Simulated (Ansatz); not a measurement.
The compound is RbRuF3 (cubic perovskite) (Pm-3m).

The structure was built from a prototype and need not be the compound's stable phase.

```cif
data_structure
_symmetry_space_group_name_H-M 'P 1'
_symmetry_Int_Tables_number 1
_cell_length_a 4.1126
_cell_length_b 4.1126
_cell_length_c 4.1126
_cell_angle_alpha 90.000
_cell_angle_beta 90.000
_cell_angle_gamma 90.000
_cell_volume 69.56
loop_
_atom_site_label
_atom_site_type_symbol
_atom_site_fract_x
_atom_site_fract_y
_atom_site_fract_z
_atom_site_occupancy
Rb1 Rb 0.00000 0.00000 0.00000 1
Ru2 Ru 0.50000 0.50000 0.50000 1
F3 F 0.50000 0.50000 0.00000 1
F4 F 0.50000 0.00000 0.50000 1
F5 F 0.00000 0.50000 0.50000 1
```

The structure was relaxed with LDA. The structure type comes from a generator and need not be one that this composition takes. The structure was generated from a model, not taken from a measurement. The runs that relaxed it are not among those shown. The program's search for lower electronic states was switched off, so nothing shows that the state found is the lowest. PAW set soft_2, made with PBE.

A constrained-RPA run (Ansatz 0.2.0; non-magnetic LDA; Ru d + anion p, bands v12 to c2, 4×4×4 mesh, medium accuracy) builds 14 functions on bands 12 eV wide, with 24.0 electrons in the window. The bare on-site interaction is 16.4 eV and the bare J 0.63 eV.

Q: What U and J survive the screening?

On the Ru d shell, U = 7.68 eV (47 % of the bare value), U′ = 6.70 eV, J = 0.49 eV.

The parent state is non-magnetic and the interaction static (zero frequency); U depends on the window and the orbitals, so it belongs to this model alone. A window that holds the anion p bands defines a model with explicit ligands; its U belongs to that model and is not the U of DFT+U.

[Paths, hosts, dates, memory and timing lines, banners, echoed tables and standing remarks are left out of the program output.]

[Logs are printed without paths, hosts, clocks, repeated set-up lines and the standing remarks that a program may print on its own settings, such as how far it seeks lower states.]

[Runs of the session that timed out or met a known fault of the program may be left out.]

[Hosts, paths, dates, database ids (printed as entryN), source tags and the programs' standing remarks are cut or masked in the printed files.]
